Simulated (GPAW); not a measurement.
# Quasiparticle gap of BaTiO3 (P4mm) in GPAW, part 2 of 2

Aim: the G0W0 gap of BaTiO3 (P4mm) on PBE, step by step.

GPAW 26.7.0; PBE and many-body steps on it, plane waves. Known limits of the many-body steps: not at the basis limit; no spin-orbit coupling; coarse k mesh.

So far. Step 3 (Bands along the symmetry lines): The gap is 1.813 eV, as in the run before at this level. Step 4 (Empty states on the mesh, 4×4×4 mesh, 278 bands): On this mesh the gap is 1.813 eV.

The database entry behind the starting cell differs from later determinations by our own check (c/a about 0.6 % short), so it need not match the best structure at ambient conditions.

### 5. Screening and self-energy, 4×4×4 mesh, 268 bands, screening to 150 eV

Now the one-shot GW correction: screening in the RPA, then the self-energy of the levels asked for.

This step: G0W0 on PBE, plane waves, PAW.

File run.py:

```python
import json
import numpy as np
from gpaw.mpi import world
from gpaw.response.g0w0 import G0W0

gw = G0W0('full.gpw',
    filename='gw',
    kpts=[0, 17],
    bands=(18, 22),
    ecut=150,
    nbands=268,
    integrate_gamma='WS',
    ppa=True)
gw.calculate()
res = {mode: {k: v for k, v in r.items() if k != 'sigma_eskwn'}
       for mode, r in gw.all_results.items()}

if world.rank == 0:
    with open('result.json', 'w') as f:
        json.dump(res, f, default=lambda x: x.tolist())
```

On the command line:

```sh
$ mpirun -n 4 gpaw python run.py
```

Numbers of over 12 decimals in the logs are rounded to 6 here.

Log:

```text
Using integrator: PointIntegrator
FrequencyGridDescriptor(from 0.000+0.000j to 0.000+27.211j eV, 2 points)
Nonperiodic BCs:  [False False False]
Using integrator: PointIntegrator
FrequencyGridDescriptor(from 0.000+0.000j to 0.000+27.211j eV, 2 points)
Nonperiodic BCs:  [False False False]
  ___  _ _ _
 |   || | | |
 | | || | | |
 |__ ||_____|
 |___|

BZ k-points: Symmetries present (total): 8

  [... matrices ...]
64 k-points: 4 x 4 x 4 Monkhorst-Pack grid + [1/8,1/8,1/8]
18 k-points in the irreducible part of the Brillouin zone
       k-points in crystal coordinates                weights
   0:     0.00000000    0.00000000    0.00000000          1/64
   1:     0.00000000    0.00000000    0.25000000          2/64
   2:     0.00000000    0.00000000    0.50000000          1/64
   3:     0.25000000    0.00000000    0.00000000          4/64
   4:     0.25000000    0.00000000    0.25000000          8/64
   5:     0.25000000    0.00000000    0.50000000          4/64
   6:     0.25000000    0.25000000    0.00000000          4/64
   7:     0.25000000    0.25000000    0.25000000          8/64
   8:     0.25000000    0.25000000    0.50000000          4/64
   9:     0.50000000    0.00000000    0.00000000          2/64
          ...
  17:     0.50000000    0.50000000    0.50000000          1/64

Distributing spins, k-points and bands (1 x 2 x 4) over 4 processes
Number of blocks: 1

Quasi particle states:
k-points (IBZ indices): [0, 17]
Band range: (18, 22)
  [... matrices ...]
Computational parameters:
Plane wave cut-off: 150 eV
Number of bands: 268
Coulomb cutoff: None
Broadening: 0.1 eV

fxc modes: GW
Kernel: RPA
Using Godby-Needs plasmon-pole approximation:
  Fitting energy: i*E0, E0 = 1.000 Hartree
Summing all q:

Calculating screened Coulomb potential
No Coulomb truncation
FrequencyGridDescriptor(from 0.000+0.000j to 0.000+27.211j eV, 2 points)
Removing empty qpoint cache files...

Calculating chi0 body with:
    Ground state adapter containing:
    Number of spins: 1
    Number of kpoints: 64
    Number of irreducible kpoints: 18
    Number of completely occupied states: 20
    Number of partially occupied states: 20
    Occupied states memory: 4.21875 M / cpu

    Linear response parametrization:
    q_c: [0.0, 0.0, 0.0]
    Number of frequency points: 2
    Planewave cutoff: 150.0
    Number of bands: 268
    Number of planewaves: 253
    Broadening (eta): 1e-06
    comm.size: 4
    kncomm.size: 4
    blockcomm.size: 1

    Memory estimate of potentially large arrays:
        chi0_wGG: 1.953400 M / cpu
Integrating chi0 body.

Symmetries of q_c:
    Direct symmetries (Uq -> q): 8
    Indirect symmetries (TUq -> q): 8
In total 16 allowed symmetries.

  [... matrices ...]
18 groups of equivalent kpoints. 71.875% reduction.

Integral kind: response function
Integrating chi0 head and wings.

Symmetries of q_c:
    Direct symmetries (Uq -> q): 8
    Indirect symmetries (TUq -> q): 8
In total 16 allowed symmetries.

  [... matrices ...]
18 groups of equivalent kpoints. 71.875% reduction.

Integral kind: response function wings

Calculating chi0 body with:
    Ground state adapter containing:
    Number of spins: 1
    Number of kpoints: 64
    Number of irreducible kpoints: 18
    Number of completely occupied states: 20
    Number of partially occupied states: 20
    Occupied states memory: 4.21875 M / cpu

    Linear response parametrization:
[... the further q-points ...]

Results:
f:      Occupation numbers
eps:     KS-eigenvalues [eV]
vxc:     KS vxc [eV]
exx:     Exact exchange [eV]
sigma:   Self-energies [eV]
dsigma:  Self-energy derivatives
Z:       Renormalization factors
qp:      QP-energies [eV]

k-point 0 (0): (0.000, 0.000, 0.000)                GW
band       f     eps     vxc     exx   sigma  dsigma       Z      qp
                                                                   GW
  18   1.000   7.398 -21.144 -25.629   4.134  -0.313   0.762   7.131
  19   1.000   7.398 -21.144 -25.630   4.134  -0.313   0.762   7.130
  20   0.000   9.489 -20.207 -12.591  -5.703  -0.299   0.770  10.962
  21   0.000   9.702 -20.398 -13.096  -5.406  -0.302   0.768  11.159

k-point 1 (17): (0.500, 0.500, 0.500)                GW
band       f     eps     vxc     exx   sigma  dsigma       Z      qp
                                                                   GW
  18   1.000   7.592 -20.810 -25.858   4.645  -0.325   0.755   7.288
  19   1.000   7.676 -20.833 -25.895   4.678  -0.326   0.754   7.386
  20   0.000  11.873 -23.713 -14.744  -6.571  -0.380   0.725  13.612
  21   0.000  11.873 -23.713 -14.744  -6.571  -0.380   0.725  13.612
```

Run time: 7.3 min. Hardware: 4 MPI ranks of Arm Neoverse N1, shared host; peak memory 1.8 GiB.

Numbers from this step:

```
G0W0 gap on the points computed              : 3.575 eV
least direct G0W0 gap on the computed points : 3.831 eV
Z at the valence top                         : 0.7542
Z at the conduction bottom                   : 0.7695
starting gap on the mesh                     : 1.813 eV
k of the valence top                         : 0.5, 0.5, 0.5
k of the conduction bottom                   : 0, 0, 0
```

The gap on the mesh goes from 1.81 eV to 3.58 eV, a correction of +1.76 eV.

Limits: finite bands, cutoff and mesh; no spin-orbit coupling; coarse k mesh. v1 is the top filled band, c1 the lowest empty one. The levels before and after the correction (eV, zero at the valence-band top of each column):

|  | conduction bottom | valence top |
| --- | --- | --- |
| Kohn-Sham | 1.81 | 0.00 |
| G0W0 | 3.58 | 0.00 |

```csv
,level,energy (eV)
Kohn-Sham,Γ v2-v1,-0.278
Kohn-Sham,Γ c1,1.813
Kohn-Sham,Γ c2,2.026
Kohn-Sham,(0.5 0.5 0.5) v2,-0.084
Kohn-Sham,(0.5 0.5 0.5) v1,0.000
Kohn-Sham,(0.5 0.5 0.5) c1-c2,4.197
G0W0,Γ v2-v1,-0.255
G0W0,Γ c1,3.575
G0W0,Γ c2,3.772
G0W0,(0.5 0.5 0.5) v2,-0.099
G0W0,(0.5 0.5 0.5) v1,0.000
G0W0,(0.5 0.5 0.5) c1-c2,6.225
```

### 6. Where the time went

Times are wall times on 4 MPI ranks of Arm Neoverse N1, shared host, good to a factor of about two.

| step | time | share | memory (GiB) |
| --- | --- | --- | --- |
| ground state | 28 s | 5 % | 0.76 |
| bands along the symmetry lines | 32 s | 5 % | 0.88 |
| empty states on the mesh | 90 s | 15 % | 2.3 |
| screening and self-energy | 7.3 min | 75 % | 1.8 |

### 7. What came out

```
PBE gap              : 1.81 eV, indirect
G0W0 gap on the mesh : 3.58 eV
GW settings          : 4×4×4 mesh, 268 bands, screening to 150 eV, Godby-Needs plasmon pole
known limits         : not at the basis limit; no spin-orbit coupling; coarse k mesh
```

In words: G0W0 moves the gap on the mesh from 1.81 eV to 3.58 eV (+1.76 eV), with Z of 0.75 and 0.77 at the edges. Only 2 of the mesh's irreducible points were corrected, so a valley elsewhere could overtake. The dearest step here is «screening and self-energy». Bands and cutoff are finite, so the gap is not at the basis limit. The miss can reach some tenths of an eV and take either sign; the mesh is an error of its own. These stock PAW sets were not made for GW. In the G0W0 run levels were corrected at 2 k points alone, so a gap called «on the mesh» is the least over those, and an edge elsewhere would be missed. The 4×4×4 mesh is coarse for this cell, which bears on the long-range parts of exchange and screening. The many-body steps are scalar-relativistic: spin-orbit coupling is not in them.

[Paths, hosts, dates, memory and timing lines, banners, echoed tables and standing remarks are left out of the program output.]

[Logs are printed without paths, hosts, clocks, repeated set-up lines and the standing remarks that a program may print on its own settings, such as how far it seeks lower states.]

[Runs of the session that timed out or met a known fault of the program may be left out.]

[Hosts, paths, dates, database ids (printed as entryN), source tags and the programs' standing remarks are cut or masked in the printed files.]
